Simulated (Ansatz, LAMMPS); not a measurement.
# Electronic structure of liquid mixture of sulfolane and H2O at 340 K (192 atoms), part 2 of 2

Aim: energy, forces, charges and density of states of liquid mixture of sulfolane and H2O at 340 K (192 atoms) at a fixed geometry.

Ansatz 0.2.0; Kohn-Sham DFT, PBEsol, PAW (set soft_2), plane waves.

The cell: 28 O, 12 S, 48 C and 104 H. The network of contacts between molecules at the start is that of the classical potential that made the cell. The functional has no dispersion term. The density was typed from a rule of thumb and may lie off the real one at this temperature. The Brillouin zone is sampled at Γ only, in a cell whose shortest periodic width is 13 Å.

So far: Starting point; The classical run that made the cell; Plane-wave single point.

### 3. Plane-wave single point (continued)

Valence density in the ac plane at fractional y = 0.005, with atoms of S and O and C and H within 0.2 Å of it. It is the smooth field of the valence electrons, not physical close to the nuclei.

Ten steps, logarithmic in the rise over the least value, from '0' (0.0 e/Å³) to '9' (6.4 e/Å³), each cell a mean:
```
666554433210000000000000011000001466
776542211100000000000000000000001346
675421110000001221000110000000000135
553200000001113443223443100000000013
221000000234444555456664200000000001
000000001466666655677753100000000000
000000001356776544567642100000023332
200000000135665322345542000000257875
210000000013554210123321000001369996
210000000001221100000000000001357875
332210000000000000000000000013455664
555431000000000112100000000123565566
776531000000000112100000000123445556
665420000000000001000000000011222235
443210001221100000000000000000000123
111100013443200001100000100000000001
000000023443200001110124432100000000
000000012222100000001358874321111100
000000000000000000001369986543211100
000000122100000000000246776555321000
000012344210000000000123455566421000
001134555310000000000122345555421000
112346665310000000000122233333211011
334456654310000000000011122111101244
```
Columns run along a (12.8 Å), rows up along c (12.8 Å). Atoms in or near the plane, at fractional coordinates: S at (0.91, 0.53), O at (0.92, 0.64), C at (0.02, 0.46), C at (0.03, 0.93), H at (0.95, 0.98), S at (0.75, 0.16), C at (0.56, 0.75), C at (0.36, 0.73), H at (0.61, 0.81).

Mean intrinsic-atomic-orbital charges: C -0.45, H +0.21, O -0.89, S +2.05 e. The largest share in the top eV of filled states is O p (69 % of the projected weight), and in the lowest eV of empty states H s (36 % of the projected weight).

### 4. Distances and neighbours

Bonds and neighbours are counted at the geometry of the runs.

Density 1.21 g/cm³, 10.87 Å³ an atom.

g(r), total and by pair (bins of 0.2 Å):

```csv
r (Å),total,H-H,H-C,H-O,H-S,C-C,C-O
0.90,0.19,0.00,0.17,0.90,0.00,0.00,0.00
1.10,3.79,0.00,13.20,1.35,0.00,0.00,0.00
1.30,0.00,0.00,0.00,0.00,0.00,0.00,0.00
1.50,1.21,0.00,0.00,0.12,0.00,10.91,0.00
1.70,0.89,1.86,0.00,0.19,0.00,0.27,0.00
1.90,0.31,0.71,0.00,0.31,0.00,0.00,0.00
2.10,1.08,0.27,3.64,0.00,0.29,0.00,0.00
2.30,1.08,1.01,1.46,0.36,4.33,0.65,0.00
2.50,1.36,1.85,0.08,1.77,1.22,2.46,1.72
2.70,1.14,1.20,0.40,1.74,0.44,1.02,2.63
2.90,0.84,1.12,0.75,1.32,1.01,0.00,0.22
3.10,0.85,1.07,0.52,1.36,1.39,0.00,1.01
3.30,0.87,0.55,1.12,1.65,0.55,0.07,1.23
3.50,1.01,0.71,1.27,1.24,1.12,0.06,1.99
3.70,0.77,0.87,0.62,0.62,1.29,0.10,1.73
3.90,0.89,1.11,0.78,0.52,1.27,0.52,1.26
4.10,0.89,0.99,0.90,0.94,0.84,0.51,0.92
4.30,0.96,1.07,0.84,1.38,0.75,0.39,0.77
4.50,0.97,0.86,0.87,1.12,0.91,1.45,0.79
4.70,0.90,0.99,0.84,1.08,0.87,0.74,0.83
4.90,1.02,0.98,1.00,1.02,0.92,1.21,1.16
5.10,1.03,0.99,1.05,0.96,1.09,0.86,1.33
5.30,1.06,1.02,1.12,1.12,0.99,0.95,0.77
5.50,1.01,0.98,0.99,0.94,1.08,1.45,1.15
5.70,1.06,1.05,1.12,0.95,0.98,1.38,0.97
5.90,1.02,1.01,1.10,0.81,0.88,1.35,0.97
6.10,1.06,1.07,1.03,1.00,1.23,1.27,0.90
6.30,1.04,0.96,1.08,0.93,0.97,1.21,1.18
```

Bonds by pair of elements; cutoffs follow the first minimum of g(r), held within bounds set by covalent radii, and pairs that aren't listed don't count as bonded:

```csv
pair A-B,cutoff (Å),bonds,mean length (Å),spread (Å),shortest (Å),B about A,A about B
H-C,1.34,96,1.09,0.034,0.997,0.923,2
H-O,1.21,8,1,0,1,0.077,0.286
C-C,1.85,36,1.52,0.039,1.45,1.5,1.5
C-S,2.21,24,1.76,0.04,1.70,0.5,2
O-S,1.88,24,1.45,0.013,1.43,0.857,2
```

How many atoms have how many bonded neighbours:

```csv
element,mean,1,2,4
C,4,0,0,48
H,1,104,0,0
O,1.14,24,4,0
S,4,0,0,12
```

Bond angles, per cent of each kind in bins of 5°:

```csv
angle (°),C-C-H,H-C-H,H-C-S,C-S-O,C-C-C
95–100,0.7,4.2,6.2,2.1,4.2
100–105,12.5,22.9,12.5,12.5,25.0
105–110,28.5,35.4,47.9,45.8,45.8
110–115,36.8,25.0,27.1,39.6,25.0
115–120,16.7,12.5,2.1,0.0,0.0
120–125,4.9,0.0,4.2,0.0,0.0
```

Bond angles (no mean is given where the spread exceeds 20°):

```csv
angle,count,mean (°),spread (°)
C-C-H,144,111,5.2
H-C-H,48,108,5.7
H-C-S,48,108,4.6
C-S-O,48,108,3.1
C-C-C,24,107,3.6
```

Bond length by coordination (bonds to H left out):

```csv
element,coordination,atoms,mean bond length (Å)
O,1,24,1.45
```

Rings of the network by King's shortest-path rule, up to 12 atoms, one path for each pair of neighbours; H, halogens, alkali and alkaline-earth atoms are left out, and the last column divides by all other atoms, bonded or not:

```csv
ring size (atoms),rings,per network atom
5,12,0.136
```

For some of the pairs, g(r) has its first main peak near 1.8 Å (H-H), 1.1 Å (H-C), 1.0 Å (H-O), 2.3 Å (H-S), 1.5 Å (C-C) and 2.6 Å (C-O). With the cutoffs above, all C atoms have 4, all H atoms have 1, 86 % of O atoms have 1 and all S atoms have 4 bonded neighbours. The C-C-H angle averages 111° with a spread of 5°. All rings counted have 5 atoms.

A closer look about C95, which bears the longest force: 9 atoms, nearest first, numbered in the order of the input, with positions taken from that point.

```csv
atom,x,y,z,distance (Å),bonds,intrinsic-atomic-orbital charge (e),Fx,Fy,Fz (eV/Å)
C95,0.00,0.00,0.00,0.00,4,-0.37,4.49,0.28,1.80
H101,-0.81,-0.27,-0.52,1.00,1,0.22,-3.39,-1.20,-2.36
H100,0.17,1.07,-0.05,1.08,1,0.19,-0.07,0.75,-0.53
C94,-0.12,-0.31,1.47,1.51,4,-0.57,-1.63,0.02,-0.13
C96,1.35,-0.66,-0.43,1.56,4,-0.31,0.01,-1.01,-1.85
H98,-0.39,-1.37,1.61,2.15,1,0.21,-0.21,0.15,0.32
H99,-0.83,0.43,1.95,2.16,1,0.20,0.61,-0.84,0.08
H103,1.67,-0.41,-1.50,2.28,1,0.18,-0.60,-0.25,1.03
H102,1.42,-1.80,-0.35,2.31,1,0.17,-0.96,0.82,-0.37
```

The column of bonds counts only the pairs H-C within 1.34 Å, H-O within 1.21 Å, C-C within 1.85 Å, C-S within 2.21 Å, O-S within 1.88 Å; other neighbours, such as metal atoms beside each other in a compound, aren't counted, and periodic images can show an atom twice.

### 5. Results

| Item | Value |
| --- | --- |
| free energy per atom | -207.2081 eV/atom |
| pressure | 2.744 GPa |
| r.m.s. force component | 0.9803 eV/Å |
| gap (highest filled to lowest empty level) | 4.747 eV |
| wall time of the 1 DFT run | 21 s |

Between filled and empty levels lie 4.75 eV (at Γ alone); a semilocal functional tends to put such gaps too low. In a disordered cell it changes from sample to sample and from frame to frame. With the cutoffs above, all C atoms have 4, all H atoms have 1, 86 % of O atoms have 1 and all S atoms have 4 bonded neighbours.

Caveats: The force components of 0.98 eV/Å r.m.s. reflect the temperature of the frame as well as the gap between the generating potential and DFT, above all in bond lengths inside molecules. The pressure of 2.7 GPa is that of one thermal frame, in which the classical model's bond lengths enter as well as the volume, without the kinetic term and with the strain of bonds inside molecules.

[Logs are printed without paths, hosts, clocks, repeated set-up lines and the standing remarks that a program may print on its own settings, such as how far it seeks lower states.]

[Hosts, paths, dates, database ids (printed as entryN), source tags and the programs' standing remarks are cut or masked in the printed files.]
